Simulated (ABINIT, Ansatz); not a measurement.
# CsPbCl3 (Pm-3m): G0W0 on several meshes in ABINIT, part 2 of 2

How does the mesh move the gap of CsPbCl3 (Pm-3m)?

ABINIT 10.8.3; PBEsol and many-body steps on it, plane waves. Known limits of the many-body steps: not at the basis limit; exchange with frozen shells missing; no spin-orbit coupling; coarse k mesh.

So far. Step 4 (2×2×2): The gap on the mesh goes from 1.80 eV to 3.08 eV, a correction of +1.28 eV. Step 5 (Empty states on the mesh, 4×4×4 mesh, 150 bands): On this mesh the gap is 1.802 eV.

## 7. 4×4×4

This step: G0W0 on PBEsol, plane waves, norm-conserving pseudopotentials.

File run.abi:

```
acell 3*1.0 Angstrom
rprim 
  5.605000000000 0.000000000000 0.000000000000
  0.000000000000 5.605000000000 0.000000000000
  0.000000000000 0.000000000000 5.605000000000
ntypat 3
znucl 55 82 17
natom 5
typat 1 2 3 3 3
xred 
  0.000000000000 0.000000000000 0.000000000000
  0.500000000000 0.500000000000 0.500000000000
  0.500000000000 0.500000000000 0.000000000000
  0.000000000000 0.500000000000 0.500000000000
  0.500000000000 0.000000000000 0.500000000000
pp_dirpath "pseudos"
pseudos "Cs.upf, Pb.upf, Cl.upf"
ecut 25
ngkpt 4 4 4
nshiftk 1
shiftk 0 0 0
kptopt 1
chksymbreak 0
istwfk *1
occopt 1
irdwfk 1
optdriver 4
nband 138
gwcalctyp 0
ecutsigx 25
symsigma 1
nkptgw 2
kptgw 
  0.5000000000 0.5000000000 0.5000000000
  0.0000000000 0.0000000000 0.0000000000
bdgw 
  19 25
  20 25
ecuteps 4.2
irdscr 1
ppmodel 1
indata_prefix "in"
outdata_prefix "out"
tmpdata_prefix "tmp"
```

Run with:

```sh
OMP_NUM_THREADS=1 mpirun -n 4 abinit run.abi > log
```

Numbers of over 12 decimals in the logs are rounded to 6 here.

The log of the run:

```text
.Version 10.8.3 of ABINIT. v10.8.2 released Aug 2026.

 Symmetries : space group Pm -3 m (#221); Bravais cP (primitive cubic)
[... echo of the input left out ...]
== DATASET  1 ==================================================================
-   mpi_nproc: 4, omp_nthreads: 1 (-1 if OMP is not activated)

--- !DatasetInfo
iteration_state: {dtset: 1, }
dimensions: {natom: 5, nkpt: 10, mband: 138, nsppol: 1, nspinor: 1, nspden: 1, mpw: 7128, }
cutoff_energies: {ecut:  25.0, pawecutdg:  -1.0, }
electrons: {nelect:   4.40000000E+01, charge:   0.00000000E+00, occopt:   1.00000000E+00, tsmear:   1.00000000E-02, }

 SIGMA: Calculation of the GW corrections

 Based on a program developped by R.W. Godby, V. Olevano, G. Onida, and L. Reining.
 Incorporated in ABINIT by V. Olevano, G.-M. Rignanese, and M. Torrent.
.Using double precision arithmetic ; gwpc =  8

[... cell and pseudopotentials left out ...]
--------------------------------------------------------------------------------

 ==== K-mesh for the wavefunctions ====
 Number of points in the irreducible wedge :    10
[... list of points left out ...]
 Together with 48 symmetry operations and time-reversal symmetry
 yields    64 points in the full Brillouin Zone.

 ==== Q-mesh for screening function ====
 Number of points in the irreducible wedge :    10
[... list of points left out ...]
 Together with 48 symmetry operations and time-reversal symmetry
 yields    64 points in the full Brillouin Zone.

 vcoul_init : cutoff-mode = AUXILIARY_FUNCTION
 q-points for optical limit:   1
     1)      0.000010    0.000020    0.000030
 setmesh: FFT mesh size selected  =    48x   48x   48
          total number of points  =       110592

 Number of electrons calculated from density =   44.0000; Expected =   44.0000
[...]
number of omega for Sigma on real axis              0
 max omega for Sigma on real axis  [eV]           0.00
 zcut for avoiding poles [eV]                     0.10

 EPSILON^-1 parameters (SCR file):
 dimension of the eps^-1 matrix on file            461
 dimension of the eps^-1 matrix used               461
 number of plane-waves for wavefunctions          7123
 number of bands                                   138
 number of q-points in IBZ                          10
 number of frequencies                               2
 number of real frequencies                          1
 number of imag frequencies                          1

 matrix elements of self-energy operator (all in [eV])

 Perturbative Calculation

--- !SelfEnergy_ee
iteration_state: {dtset: 1, }
kpoint     : [   0.500,    0.500,    0.500, ]
spin       : 1
KS_gap     :    1.802
QP_gap     :    3.058
Delta_QP_KS:    1.256
data: !SigmaeeData |
     Band     E0 <VxcDFT>   SigX SigC(E0)      Z dSigC/dE  Sig(E)    E-E0       E
       19  -0.224 -14.097 -18.694   3.117   0.772  -0.295 -15.240  -1.142  -1.367
       20  -0.224 -14.097 -18.694   3.117   0.772  -0.295 -15.240  -1.142  -1.367
       21  -0.224 -14.097 -18.694   3.117   0.772  -0.295 -15.240  -1.142  -1.367
[...]
--- !SelfEnergy_ee
iteration_state: {dtset: 1, }
kpoint     : [   0.000,    0.000,    0.000, ]
spin       : 1
KS_gap     :    5.730
QP_gap     :    7.443
Delta_QP_KS:    1.713
data: !SigmaeeData |
     Band     E0 <VxcDFT>   SigX SigC(E0)      Z dSigC/dE  Sig(E)    E-E0       E
[...]
24   6.178  -6.731  -2.896  -2.957   0.851  -0.176  -5.985   0.746   6.924
       25   6.178  -6.731  -2.896  -2.957   0.851  -0.176  -5.985   0.746   6.924

== END DATASET(S) ==============================================================
================================================================================

 -outvars: echo values of variables after computation  --------
           etotal      0.0000000000E+00
            nband         138
             nkpt          10
          spgroup         221
 [... the other variables as echoed above ...]

 Calculation completed.
```

It took 42 s on 4 MPI ranks of Arm Neoverse V2, shared host; peak memory 2.2 GiB; 2.8 min of CPU time.

This step gave:

```yaml
g0w0_gap_on_the_points_computed: 3.058 eV
starting_gap_on_the_mesh: 1.802 eV
k_of_the_valence_top: 0.5, 0.5, 0.5
k_of_the_conduction_bottom: 0.5, 0.5, 0.5
z_at_the_valence_top: 0.796
z_at_the_conduction_bottom: 0.825
least_direct_g0w0_gap_on_the_computed_points: 3.058 eV
```

Against G0W0 in ABINIT (2×2×2 mesh, 138 bands, screening to 114.3 eV, Godby-Needs plasmon pole), the gap moves by −0.027 eV.

## 8. Side by side

Times are wall times on 4 MPI ranks of Arm Neoverse V2, shared host, good to a factor of about two. A run's time includes the screening step that it read.

```
  run   mesh  bands  screening cutoff (eV)  DFT gap (eV)  gap on the mesh (eV)  direct (eV)  ε∞ used     time
2×2×2  2×2×2    138                  114.3         1.802                 3.085        3.085     7.96     51 s
4×4×4  4×4×4    138                  114.3         1.802                 3.058        3.058     4.60  4.5 min
```

## 9. Outcome

| Property | Result |
| --- | --- |
| 2×2×2 | 3.085 eV |
| 4×4×4 | 3.058 eV |
| known limits | not at the basis limit; exchange with frozen shells missing; no spin-orbit coupling; coarse k mesh |

What this shows: 4×4×4: −0.027 eV against 2×2×2. Bands and cutoff are finite, so the gap is not at the basis limit. The miss can reach some tenths of an eV and take either sign; the mesh is an error of its own. In the first G0W0 run levels were corrected at 2 k points alone, so a gap called «on the mesh» is the least over those, and an edge elsewhere would be missed. The 2×2×2 mesh is coarse for this cell, which bears on the long-range parts of exchange and screening. Where an edge is built on 6p states of lead, bismuth or thallium, scalar-relativistic gaps usually stand too wide, by a few tenths to over one eV. This is the ideal cubic cell; many perovskites, halides above all, are cubic only on average, and local tilts or off-centring can widen the gap. The norm-conserving file of at least one element keeps a d shell over frozen s and p shells of the same row. Exchange with those shells is missing from the self-energy, an error of 0.3 to 0.9 eV in cases checked, whose sign depends on which edge lies on those atoms. The many-body steps are scalar-relativistic: spin-orbit coupling is not in them.

[Paths, hosts, dates, memory and timing lines, banners, echoed tables and standing remarks are left out of the program output.]

[Logs are printed without paths, hosts, clocks, repeated set-up lines and the standing remarks that a program may print on its own settings, such as how far it seeks lower states.]

[Runs of the session that timed out or met a known fault of the program may be left out.]

[No measured gap is set beside runs whose start may be inverted or whose files or cutoffs have a known fault.]

[Hosts, paths, dates, database ids (printed as entryN), source tags and the programs' standing remarks are cut or masked in the printed files.]

[G0W0 gaps are taken among the corrected bands and points alone; a level outside them can change the order at an edge.]

[Where Ansatz stands beside ABINIT at settings called matched, ABINIT's density can come from a denser mesh and the files from another edition; pairs whose starting gaps differed by over 0.03 eV were left out, so agreement reads better than it is.]
